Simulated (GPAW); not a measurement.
# Screening of a field by a 7-layer slab of Rh(111), part 2 of 2

Wanted: the out-of-plane polarisability of a 7-layer slab of Rh(111).

GPAW 26.7.0; GPAW, PAW setups; slab in vacuum, relaxation (the session's first sound run).

So far. Step 9 (Field on): The dipole is now 0.115 e Å, against -4.6e-4 in the run without a field.

## 10. In a field

Input file run.py:

```python
import json
import numpy as np
from ase import Atoms
from gpaw import GPAW, PW
from gpaw.external import ConstantElectricField

slab = Atoms(
    ['Rh', 'Rh', 'Rh', 'Rh', 'Rh', 'Rh', 'Rh'],
    positions=[
        [0.00000, 0.00000, 8.00000],
        [1.34350, 0.77567, 10.19393],
        [2.68701, 1.55134, 12.38786],
        [-0.00000, 0.00000, 14.63078],
        [1.34350, 0.77567, 16.86765],
        [2.68701, 1.55134, 19.08697],
        [-0.00000, -0.00000, 21.27595]],
    cell=[[2.68701, 0.0, 0.0], [1.3435, 2.32702, 0.0], [0.0, 0.0, 29.16359]],
    pbc=[True, True, False])

slab.calc = GPAW(mode=PW(400), xc='PBE', kpts={'size': (13, 13, 1), 'gamma': True},
                 occupations={'name': 'fermi-dirac', 'width': 0.1}, nbands='160%',
                 convergence={'density': 1e-05}, maxiter=200,
                 poissonsolver={'dipolelayer': 'xy'},
                 external=ConstantElectricField(0.3, [0, 0, 1]),
                 symmetry={'tolerance': 1e-3}, txt='slab.txt')
result = {}
energy = slab.get_potential_energy()
fermi = slab.calc.get_fermi_level()
v = slab.calc.get_electrostatic_potential().mean((0, 1)) - fermi
n = slab.calc.get_pseudo_density().mean((0, 1))
L = slab.cell[2, 2]
z = np.arange(len(v)) * L / len(v)
low, high = slab.positions[:, 2].min(), slab.positions[:, 2].max()
below, above = np.interp([low - 5.8, high + 5.8], z, v)
slopes = [np.interp(x, z, np.gradient(v, z)) for x in (low - 5.8, high + 5.8)]
eps = np.array([[slab.calc.get_eigenvalues(k, s) for k in range(len(slab.calc.get_ibz_k_points()))]
                for s in range(slab.calc.get_number_of_spins())]) - fermi
top, bottom = eps[eps < 0].max(), eps[eps > 0].min()
dipole = slab.get_dipole_moment()[2]
print(f'energy {energy:.4f} eV, Fermi level {fermi:.4f} eV, dipole {dipole:.5f} e A')
print(f'potential 5.8 A off the faces, from the Fermi level: lower {below:.4f} eV, upper {above:.4f} eV')
print(f'slope of the potential there: lower {slopes[0]:.5f}, upper {slopes[1]:.5f} eV/A')
print(f'nearest levels on the mesh: {top:.4f} and {bottom:.4f} eV')
print('magnetic moment', round(slab.get_magnetic_moment(), 3))
result.update(energy=energy, fermi=fermi, dipole=dipole, below=below, above=above, slopes=slopes, edges=[top, bottom],
              z=z.tolist(), v=v.tolist(), n=n.tolist(), positions=slab.positions.tolist(),
              forces=slab.get_forces(apply_constraint=False).tolist(), moments=slab.get_magnetic_moments().tolist())
json.dump(result, open('result.json', 'w'))
```

Started as:

```sh
$ OMP_NUM_THREADS=1 OPENBLAS_NUM_THREADS=1 python run.py
```

Elapsed: 21 min, on 1 thread of Intel Xeon 6975P-C (Granite Rapids), shared host; peak memory 0.69 GiB.

The electrostatic potential energy of an electron (without an applied field's), less the Fermi level, planar mean oscillates, so the rows of the table below give means over windows of 2.27 Å about each position, cut where the curve ends. Its maxima inside the range that stand out by 2 % of the span (Å: eV): 2.5: 7.63, 9.1: 1.02, 11.2: 0.0691, 13.5: -0.0566, 15.8: -0.792, 17.9: -1.66, 20.2: -2.35. Its minima: 8.0: -23.9, 10.2: -24.8, 12.4: -25.4, 14.6: -26.0, 16.9: -26.8, 19.1: -27.5, 21.3: -27.9.

Table of electrostatic potential energy of an electron (without an applied field's), less the Fermi level, planar mean by z; means over each step:

| z (Å) | electrostatic potential energy of an electron (without an applied field's), less the Fermi level, planar mean (eV) |
| --- | --- |
| 1.14 | 7.43 |
| 3.41 | 7.63 |
| 5.68 | 7.14 |
| 7.95 | -8.82 |
| 10.22 | -10.2 |
| 12.49 | -10.8 |
| 14.76 | -11.4 |
| 17.03 | -12.2 |
| 19.30 | -12.9 |
| 21.57 | -12.5 |
| 23.84 | 2.43 |
| 26.11 | 2.65 |
| 28.38 | 2.78 |

The dipole is now 0.172 e Å, against -4.6e-4 in the run without a field.

## 11. The series

The members are put on one axis.

This step: induced dipole against applied field (GPAW 26.7.0).

Dipole along the normal against field:

| field (V/Å) | dipole along the normal (e·Å) |
| --- | --- |
| -0.200 | -0.115 |
| -0.100 | -0.0576 |
| -0.050 | -0.0289 |
| 0.000 | -4.6e-4 |
| 0.050 | 0.0285 |
| 0.100 | 0.0573 |
| 0.200 | 0.115 |
| 0.300 | 0.172 |

## 12. A changed run

One more run, with changed settings.

This step: GPAW, PAW setups; slab in vacuum (GPAW 26.7.0).

run.py: that of step 10 with these lines changed.

```diff
@@ -4,3 +4,2 @@
 from gpaw import GPAW, PW
-from gpaw.external import ConstantElectricField
 
@@ -21,5 +20,4 @@
                  occupations={'name': 'fermi-dirac', 'width': 0.1}, nbands='160%',
-                 convergence={'density': 1e-05}, maxiter=200,
+                 convergence={'density': 1e-05}, maxiter=50,
                  poissonsolver={'dipolelayer': 'xy'},
-                 external=ConstantElectricField(0.3, [0, 0, 1]),
                  symmetry={'tolerance': 1e-3}, txt='slab.txt')
@@ -33,4 +31,4 @@
 low, high = slab.positions[:, 2].min(), slab.positions[:, 2].max()
-below, above = np.interp([low - 5.8, high + 5.8], z, v)
-slopes = [np.interp(x, z, np.gradient(v, z)) for x in (low - 5.8, high + 5.8)]
+below, above = np.interp([low - 1.0, high + 1.0], z, v)
+slopes = [np.interp(x, z, np.gradient(v, z)) for x in (low - 1.0, high + 1.0)]
 eps = np.array([[slab.calc.get_eigenvalues(k, s) for k in range(len(slab.calc.get_ibz_k_points()))]
@@ -40,3 +38,3 @@
 print(f'energy {energy:.4f} eV, Fermi level {fermi:.4f} eV, dipole {dipole:.5f} e A')
-print(f'potential 5.8 A off the faces, from the Fermi level: lower {below:.4f} eV, upper {above:.4f} eV')
+print(f'potential 1.0 A off the faces, from the Fermi level: lower {below:.4f} eV, upper {above:.4f} eV')
 print(f'slope of the potential there: lower {slopes[0]:.5f}, upper {slopes[1]:.5f} eV/A')
```

Run time: 4.4 min. Hardware: 1 thread; peak memory 0.29 GiB.

The run stopped without converging, so none of its numbers is a property of the system.

The fault put into the input: the potential probed 1 A off the face, under a cap of 50 iterations, which ended the run (probe = 1.0).

## 13. What came out

| Quantity | Value |
| --- | --- |
| work function, both faces | 5.15 eV |
| dipole along the normal | -4.6e-4 e Å, near the numerical noise |
| induced dipole per field | 0.574 e Å per V/Å |
| out-of-plane polarisability per area, α/(ε0 A) | 16.6 Å |

What this shows: The field induces 0.574 e Å per V/Å, a polarisable thickness α/(ε0 A) of 16.6 Å beside 13.3 Å between the outermost nuclei. A perfect conductor would give the distance between its two image planes; a dielectric of thickness t gives t(1 - 1/ε). The measured value for this face is 5.46 eV (as compiled in "Anisotropic work function of elemental crystals", 2019, arxiv:1902.07811); the relaxed upper face lies 0.31 eV under it with PBE. Measured work functions scatter by a tenth of an eV or more between methods. The induced dipole is linear in the field over this range. The small printed dipole stands for a step of 13 meV from the lower to the upper face, and the probes find 4.7 meV; values this small are near the numerical noise of both. The in-plane lattice was kept as typed, which isn't the functional's own and leaves some strain; spin-orbit coupling and temperature are left out.

[Logs are printed without paths, hosts, clocks, repeated set-up lines and the standing remarks that a program may print on its own settings, such as how far it seeks lower states.]

[Hosts, paths, dates, database ids (printed as entryN), source tags and the programs' standing remarks are cut or masked in the printed files.]
